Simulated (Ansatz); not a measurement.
# Decaying states in the gap of Ba2LaTaS6

Wanted: the relaxed cell of Ba2LaTaS6, its band edges and its decay constants. It is built by putting S for O, Ta for Nb in the Ba2LaNbO6 structure of space group C2/m, with the volume rescaled by atomic radii. The parent structure comes from the Materials Project.

Method: PBEsol DFT, plane waves, PAW files, in the first sound run; inputs show where later runs differ, in Ansatz 0.2.0.

Most raw output is cut from this account.

The structure was built from a prototype and need not be the compound's stable phase.

## 1. Set-up

It takes space group C2/m (No. 12, monoclinic). The conventional cell has a = 11.541 Å, b = 6.682 Å, c = 6.758 Å, α = 90.00°, β = 124.97°, γ = 90.00°. Nearest to Ba lie 12 S at 2.98 to 3.80 Å. La has 6 S at 2.60 to 2.61 Å nearest. Nearest to Ta lie 6 S at 2.21 Å. Nearest to S lie 1 Ta at 2.21 Å and 1 La at 2.61 Å and 4 Ba at 2.98 to 3.80 Å. Nearest to S lie 1 Ta at 2.21 Å and 1 La at 2.60 Å and 4 Ba at 3.05 to 3.72 Å. It derives from Ba2LaNbO6. S for O, Ta for Nb in the Ba2LaNbO6 structure of space group C2/m. Farther neighbours and most contacts between anions are not listed.

## 2. Cell and atoms at rest

The substituted atoms don't fit the parent's cell, so cell and atoms relax together. A small smearing keeps the run stable in case the gap closes on the way.

input.yaml

```yaml
crystal:
  lattice:
    - [5.7703017122, -3.3408632997, 0.0]
    - [5.7703017122, 3.3408632997, 0.0]
    - [-3.8730297549, 0.0, 5.5375065874]
  atoms:
    - { symbol: Ba, position: [0.753888, 0.753888, 0.761613] }
    - { symbol: Ba, position: [0.246112, 0.246112, 0.238387] }
    - { symbol: La, position: [0.0, 0.0, 0.5] }
    - { symbol: Ta, position: [0.5, 0.5, 0.0] }
    - { symbol: S, position: [0.272108, 0.272108, 0.703166] }
    - { symbol: S, position: [0.727892, 0.727892, 0.296834] }
    - { symbol: S, position: [0.771029, 0.305966, 0.811603] }
    - { symbol: S, position: [0.694034, 0.228971, 0.188397] }
    - { symbol: S, position: [0.228971, 0.694034, 0.188397] }
    - { symbol: S, position: [0.305966, 0.771029, 0.811603] }
kpoints:
  mp_grid: { grid: [4, 4, 4] }
scf:
  occupations: { method: gaussian, width: 0.03 }
hamiltonian:
  xc: pbesol
output:
  forces: true
  stress: true
relax:
  f_tol: 0.02
  max_steps: 60
  cell: {}
```

On the command line:

```console
ansatz run input.yaml --threads 2 --pin off --max-ram 4096MiB --backend cpu --events-out ev --progress --plain --runs-dir out
```

Elapsed: 89 s, on 2 threads of Arm Neoverse V1, shared host; peak memory 0.74 GiB.

The steps of the relaxation:

```
step  energy less that of the first step (eV)  largest force component (eV/Å)  pressure (GPa)  volume (Å³)
   1                                   0.0000                          2.6760           26.22       213.50
   2                                  -3.4239                          0.2423            6.80       242.62
   3                                  -3.8404                          0.4820            0.53       261.99
   4                                  -3.8990                          0.1391            0.01       262.28
   5                                  -3.9116                          0.0564            0.02       261.74
   6                                  -3.9131                          0.0139           -0.02       261.63
   7                                  -3.9134                          0.0065            0.00       261.50
  8*                                  -3.9222                          0.0074            0.05       261.50
   9                                  -3.9222                          0.0016            0.00       261.69
 10*                                  -3.9222                          0.0016            0.00       261.69
```

Relaxation steps marked * repeat the geometry before them on a plane-wave basis chosen anew for their cell, so energy and pressure can jump there.

The run keeps the 4 symmetry operations that it works with, so distortions that break them were not tested.

```
     cell as run  before   after   change
           a (Å)   6.668   7.052   +5.8 %
           b (Å)   6.668   7.052   +5.8 %
           c (Å)   6.758   7.336   +8.6 %
           α (°)  119.74  119.17   -0.5 %
           β (°)  119.74  119.17   -0.5 %
           γ (°)   60.14   60.27   +0.2 %
volume (Å³/atom)   21.35   26.17  +22.6 %
```

The atoms that moved most (Å, as changes of fractional coordinates times the final cell):

```
atom      dx      dy      dz  length
  S5   0.071   0.000  -0.133   0.151
  S6  -0.071   0.000   0.133   0.151
  S9  -0.123   0.047  -0.068   0.148
  S8  -0.123  -0.047  -0.068   0.148
 S10   0.123   0.047   0.068   0.148
  S7   0.123  -0.047   0.068   0.148
 Ba2  -0.003   0.000  -0.053   0.053
 Ba1   0.003   0.000   0.053   0.053
```

This step gave:

| Property | Result |
| --- | --- |
| free energy | -33019.8552 eV |
| Fermi energy | 7.734 eV |
| pressure | 0.004356 GPa |

The largest force component on a free atom ends at 0.0016 eV/Å.

## 3. Band edges

The energy window and the wavevectors of the next steps follow from the band edges, so these are searched first, off the mesh as well.

input.yaml

```yaml
crystal:
  lattice:
    - [6.0985479829, -3.5404292316, -0.0207266728]
    - [6.0985479829, 3.5404292316, -0.0207266728]
    - [-4.1132393193, 0.0, 6.0740057347]
  atoms:
    - { symbol: Ba, position: [0.7571097339, 0.7571097339, 0.7703278233] }
    - { symbol: Ba, position: [0.2428902661, 0.2428902661, 0.2296721767] }
    - { symbol: La, position: [0.0, 0.0, 0.5] }
    - { symbol: Ta, position: [0.5, 0.5, 0.0] }
    - { symbol: S, position: [0.2705356036, 0.2705356036, 0.6812777891] }
    - { symbol: S, position: [0.7294643964, 0.7294643964, 0.3187222109] }
    - { symbol: S, position: [0.7915273705, 0.3133213633, 0.8229430154] }
    - { symbol: S, position: [0.6866786367, 0.2084726295, 0.1770569846] }
    - { symbol: S, position: [0.2084726295, 0.6866786367, 0.1770569846] }
    - { symbol: S, position: [0.3133213633, 0.7915273705, 0.8229430154] }
kpoints:
  mp_grid: { grid: [4, 4, 4] }
  band_path: { path: [VBM, CBM], npoints: 30 }
scf:
  occupations: { method: fixed }
hamiltonian:
  xc: pbesol
output:
  eigenvalues: true
  write_potential: true
  write_density: true
  volumetric_format: npy
  elf: true
```

It took 61 s on 2 threads; peak memory 0.86 GiB.

Numbers from this step:

- free energy: -33019.8553 eV
- Fermi energy: 7.224 eV
- gap on the k-mesh: 1.020 eV
- gap on path: 1.020 eV, by band count; negative where bands overlap
- direct gap on path: 1.020 eV
- edge places on path: 0, 0 1/A along the path

Levels at VBM (eV): -4.29, -3.67, -3.58, -3.43, -2.64, -2.59, -2.43, -2.41, -2.14, -1.67, -1.38, -1.17, -1.13, -1.05, -0.82, -0.58, -0.33, 0.00, 1.02, 2.07, 2.37, 3.52, 3.58, 3.72, 3.75, 3.75, 3.77, 3.82.

ELF in the ac plane of the cell as run, not the conventional one, at fractional y = 0.243, with atoms of Ba and S within 0.2 Å of it. It is the smooth field of the valence electrons, not physical close to the nuclei.

Values, 11 rows by 16 columns, each cell a mean:
```
0.52 0.16 0.04 0.03 0.06 0.12 0.16 0.19 0.24 0.25 0.21 0.29 0.55 0.74 0.82 0.79
0.58 0.16 0.10 0.34 0.58 0.67 0.67 0.55 0.28 0.15 0.38 0.73 0.76 0.67 0.82 0.84
0.17 0.13 0.52 0.81 0.75 0.68 0.82 0.75 0.32 0.24 0.66 0.83 0.72 0.72 0.80 0.56
0.10 0.40 0.81 0.70 0.20 0.48 0.80 0.58 0.14 0.29 0.71 0.84 0.83 0.65 0.34 0.12
0.16 0.57 0.83 0.79 0.78 0.82 0.61 0.20 0.05 0.22 0.49 0.50 0.30 0.14 0.13 0.13
0.15 0.50 0.69 0.66 0.49 0.29 0.15 0.06 0.02 0.05 0.08 0.08 0.07 0.09 0.10 0.07
0.07 0.13 0.19 0.35 0.57 0.71 0.72 0.43 0.06 0.14 0.37 0.51 0.53 0.47 0.31 0.12
0.05 0.28 0.69 0.70 0.46 0.70 0.85 0.44 0.19 0.63 0.83 0.84 0.86 0.84 0.66 0.22
0.22 0.77 0.74 0.15 0.19 0.71 0.63 0.22 0.64 0.83 0.50 0.34 0.77 0.80 0.50 0.09
0.31 0.78 0.82 0.74 0.81 0.57 0.17 0.43 0.81 0.78 0.56 0.68 0.75 0.47 0.14 0.04
0.17 0.32 0.49 0.47 0.25 0.06 0.11 0.42 0.69 0.76 0.73 0.57 0.30 0.22 0.31 0.26
```
Columns run along a (7.1 Å), rows up along c (7.3 Å). Atoms in or near the plane, at fractional coordinates: Ba at (0.24, 0.23), S at (0.27, 0.68).

Electrostatic potential energy in the ac plane of the cell as run, not the conventional one, at fractional y = 0.243, with atoms of Ba and S within 0.2 Å of it. With pseudopotentials it is smooth inside the atoms' cores, unlike the true potential.

Ten even steps from '0' (-31 eV) to '9' (12 eV), each cell a mean:
```
99999999999999999889
99999999999999986568
99999999999999851137
99999876899999610048
99997312589998400269
99973010599998534789
89850212799999878888
89840016999999999888
89863479999999998888
99988899999999998888
99999988899999999999
99998766789999999999
99975323589999989999
99741001489997557999
98510001589861016999
86200003799611116999
85200026898401048999
86311368998401379999
87656789998656899999
98888999999888999999
```
Columns run along a (7.1 Å; values clipped at the 3rd and 97th percentile), rows up along c (7.3 Å). Atoms in or near the plane, at fractional coordinates: Ba at (0.24, 0.23), S at (0.27, 0.68).

Valence density in the ac plane of the cell as run, not the conventional one, at fractional y = 0.243, with atoms of Ba and S within 0.2 Å of it. It is the smooth field of the valence electrons, not physical close to the nuclei.

Ten even steps from '_' (0.0 e/Å³) to '@' (1.3 e/Å³), each cell a mean:
```
..__________________........__....::::::
..__________________________..::==++++--
..__________..........____..--**##%%##==
..______..::======::..__..::++####%%**--
______..--**####++::..__..--**%%%%##==..
____..--##**++##++::____..--++####==::..
__..::**%%--++##==..____..::--==--::..__
__..--##%%####==..________..........____
__..--++##**==::________________________
__....----::..__________________________
______........__________________________
________..::--::..____________....______
______..==##%%##--..______..::::::..____
____..++@@@@@@@@++..____::==****==::____
__..==@@**--##@@==..__::++##%%%%++::____
__::##@@--==@@##::__..==##++++##==..____
__--%%@@%%@@%%--....::**##++****::______
..--##@@@@**--..__..--**%%%%##--..______
__::--==--..______..::++**++--..________
........____________..::--::..________..
```
Columns run along a (7.1 Å), rows up along c (7.3 Å). Atoms in or near the plane, at fractional coordinates: Ba at (0.24, 0.23), S at (0.27, 0.68).

The searched edges give 1.02 eV, as on the mesh.

## 4. Complex bands

This step: PBEsol DFT, plane waves, PAW files; complex bands by layer matching along the plane's normal (Ansatz 0.2.0).

The same crystal is laid in a cell whose first two vectors span the (001) plane (indices of the standard conventional cell, whose axes can be ordered otherwise than in the bulk input). At fixed energy and wavevector in the plane the solver finds all kz, real and complex. A few wavevectors are listed, (0, 0) and (-0.5, -0.5) in units of the plane's reciprocal vectors; the slowest state needn't be among them.

input.yaml

```yaml
crystal:
  lattice:
    - [7.051762633, 0.0, 0.0]
    - [3.496725462, 6.123746181, 0.0]
    - [3.476673313, -2.07545758, 6.059991382]
  atoms:
    - { symbol: Ba, position: [0.9867819106, 0.7571097339, 0.7703278233] }
    - { symbol: Ba, position: [0.0132180894, 0.2428902661, 0.2296721767] }
    - { symbol: La, position: [0.5, 0.0, 0.5] }
    - { symbol: Ta, position: [0.5, 0.5, 0.0] }
    - { symbol: S, position: [0.5892578145, 0.2705356036, 0.6812777891] }
    - { symbol: S, position: [0.4107421855, 0.7294643964, 0.3187222109] }
    - { symbol: S, position: [0.9685843551, 0.3133213633, 0.8229430154] }
    - { symbol: S, position: [0.5096216521, 0.2084726295, 0.1770569846] }
    - { symbol: S, position: [0.0314156449, 0.6866786367, 0.1770569846] }
    - { symbol: S, position: [0.4903783479, 0.7915273705, 0.8229430154] }
kpoints:
  mp_grid: { grid: [6, 6, 6] }
scf:
  occupations: { method: fixed }
hamiltonian:
  xc: pbesol
output:
  eigenvalues: true
  transmission:
    leads: [[0, 0]]
    kpoints: [[0.0, 0.0], [-0.5, -0.5]]
    e_range: [-1.0, 2.02]
    de: 0.06
```

Elapsed: 3.7 min, on 2 threads; peak memory 1.5 GiB; 6.3 min of CPU time.

Numbers from this step:

```yaml
free_energy: -33019.8596 eV
fermi_energy: 7.223 eV
gap_on_the_k_mesh: 1.023 eV
level_to_which_the_leads_are_filled: 0.5113 eV from the Fermi level
decay_constant_at_the_filling_level_zone_centre: 0.1977 Å⁻¹
decay_constant_at_the_filling_level_slowest_listed_point: 0.1977 Å⁻¹
```

K parallel (0, 0); values up to 1.5 1/Å, a degenerate pair printed once or twice; energies at which all values exceed this have no row. The Im kz of the slowest decaying states by energy, zero at the highest filled level on the SCF mesh:

```
energy (eV)  decay 1 (Å⁻¹)  decay 2 (Å⁻¹)  decay 3 (Å⁻¹)  decay 4 (Å⁻¹)
     -1.000          0.125          0.313          0.355          0.433
     -0.820          0.127          0.232          0.364          0.392
     -0.580         0.0611          0.180          0.205          0.374
     -0.400          0.111          0.185          0.381          0.400
     -0.220         0.0283         0.0715          0.106          0.122
      0.020          0.118          0.138          0.221          0.234
      0.200          0.172          0.172          0.258          0.300
      0.380          0.191          0.198          0.266          0.334
      0.620          0.200          0.213          0.245          0.350
      0.800          0.194          0.207          0.211          0.358
      0.980          0.132          0.177          0.195          0.363
      1.220         0.0723          0.140          0.368          0.369
      1.400          0.362          0.371          0.373          0.414
      1.580          0.354          0.363          0.376          0.415
      1.820         0.0716          0.135          0.341          0.355
      2.000         0.0863          0.173          0.207          0.329
```

K parallel (0, 0). The Re kz of states that move upwards by energy, zero at the highest filled level on the SCF mesh:

```
energy (eV)  channel 1 (Å⁻¹)  channel 2 (Å⁻¹)  channel 3 (Å⁻¹)  channel 4 (Å⁻¹)
      -1.00           -0.266           -0.118                -                -
      -0.88           -0.232          -0.0639                -                -
      -0.70           -0.179                -                -                -
      -0.52           -0.317           -0.108           0.0558            0.114
      -0.40           -0.302          -0.0602            0.133                -
      -0.28           -0.210                -                -                -
      -0.10          -0.0572            0.327                -                -
       0.02                -                -                -                -
       0.08                -                -                -                -
       0.20                -                -                -                -
       0.32                -                -                -                -
       0.50                -                -                -                -
       0.68                -                -                -                -
       0.80                -                -                -                -
       0.92                -                -                -                -
       1.10           0.0421                -                -                -
       1.28           0.0737            0.193                -                -
       1.40           0.0561            0.181            0.259                -
       1.52            0.152            0.263            0.325                -
       1.70            0.254            0.387            0.481                -
       1.88            0.370                -                -                -
       2.00                -                -                -                -
```

K parallel (-0.5, -0.5); values up to 1.5 1/Å, a degenerate pair printed once or twice; energies at which all values exceed this have no row. Im kz of the slowest decaying states against energy, zero at the highest filled level on the SCF mesh:

```
energy (eV)  decay 1 (Å⁻¹)  decay 2 (Å⁻¹)  decay 3 (Å⁻¹)  decay 4 (Å⁻¹)
      -1.00          0.103          0.266          0.481          0.617
      -0.88          0.101          0.236          0.490          0.609
      -0.76         0.0837         0.0863         0.0989          0.194
      -0.64          0.115          0.122          0.157          0.498
      -0.52         0.0464         0.0655         0.0959          0.123
      -0.40          0.148          0.148          0.216          0.496
      -0.28         0.0752         0.0946          0.129          0.152
      -0.16          0.148          0.167          0.176          0.199
      -0.04          0.152          0.206          0.209          0.214
       0.02          0.123          0.220          0.220          0.222
       0.08          0.179          0.225          0.231          0.233
       0.20          0.230          0.239          0.250          0.252
       0.32          0.231          0.264          0.268          0.279
       0.44          0.227          0.274          0.280          0.296
       0.56          0.216          0.282          0.290          0.300
       0.68          0.198          0.288          0.298          0.302
       0.80          0.169          0.291          0.304          0.304
       0.92          0.121          0.293          0.304          0.308
       1.04          0.293          0.302          0.310          0.400
       1.16          0.290          0.299          0.310          0.411
       1.28          0.262          0.294          0.309          0.310
       1.40          0.238          0.287          0.305          0.321
       1.52          0.213          0.277          0.284          0.311
       1.64         0.0289          0.184          0.236          0.264
       1.76          0.144          0.177          0.244          0.331
       1.88         0.0747          0.180          0.215          0.331
       2.00          0.156          0.158          0.323          0.329
```

K parallel (-0.5, -0.5). Table of Re kz of states that move upwards by energy, zero at the highest filled level on the SCF mesh:

```
energy (eV)  channel 1 (Å⁻¹)  channel 2 (Å⁻¹)  channel 3 (Å⁻¹)  channel 4 (Å⁻¹)  channel 5 (Å⁻¹)
      -1.00           -0.308           -0.111           0.0220            0.476                -
      -0.88           -0.467           -0.247          -0.0437           0.0989                -
      -0.70           -0.151           0.0349                -                -                -
      -0.52          -0.0773            0.126                -                -                -
      -0.40           -0.478         -0.00496           0.0550            0.237            0.242
      -0.28                -                -                -                -                -
      -0.10            0.432                -                -                -                -
       0.02                -                -                -                -                -
       0.08                -                -                -                -                -
       0.20                -                -                -                -                -
       0.32                -                -                -                -                -
       0.50                -                -                -                -                -
       0.68                -                -                -                -                -
       0.80                -                -                -                -                -
       0.92                -                -                -                -                -
       1.10           -0.238                -                -                -                -
       1.28           -0.127                -                -                -                -
       1.40          -0.0628                -                -                -                -
       1.52          0.00909                -                -                -                -
       1.70                -                -                -                -                -
       1.88                -                -                -                -                -
       2.00            0.281                -                -                -                -
```

At the listed wavevectors the last open channel is at -0.04 eV and the next at +1.04 eV on the grid. At +0.50 eV, the grid energy nearest the filling level (the middle of the gap on the SCF mesh), the slowest state at the listed wavevectors decays with κ = 0.198 Å⁻¹, its amplitude falling by e over 5.1 Å. Through 1 nm of this crystal that state's transmission falls by exp(−2 × 0.198 Å⁻¹ × 10 Å) = 0.019.

## 5. Results

```yaml
band_gap: 1.02 eV
least_decay_constant_at_mid_gap_normal_to_001: 0.198 Å⁻¹
```

What this shows: With PBEsol, the slowest decay at the wavevectors tried is κ = 0.198 Å⁻¹, normal to (001). Through such a film the transmission near mid-gap falls as exp(−2κd), a factor of ten every 5.8 Å. A free electron under a barrier of half the gap would need a mass of 0.29 mₑ to decay at this rate. The compound is made up by substitution; its stability against other phases and against distortions of the cell's symmetry was not tested. A semilocal functional narrows gaps, so real decay constants are likely larger.

[Logs are printed without paths, hosts, clocks, repeated set-up lines and the standing remarks that a program may print on its own settings, such as how far it seeks lower states.]

[Hosts, paths, dates, database ids (printed as entryN), source tags and the programs' standing remarks are cut or masked in the printed files.]
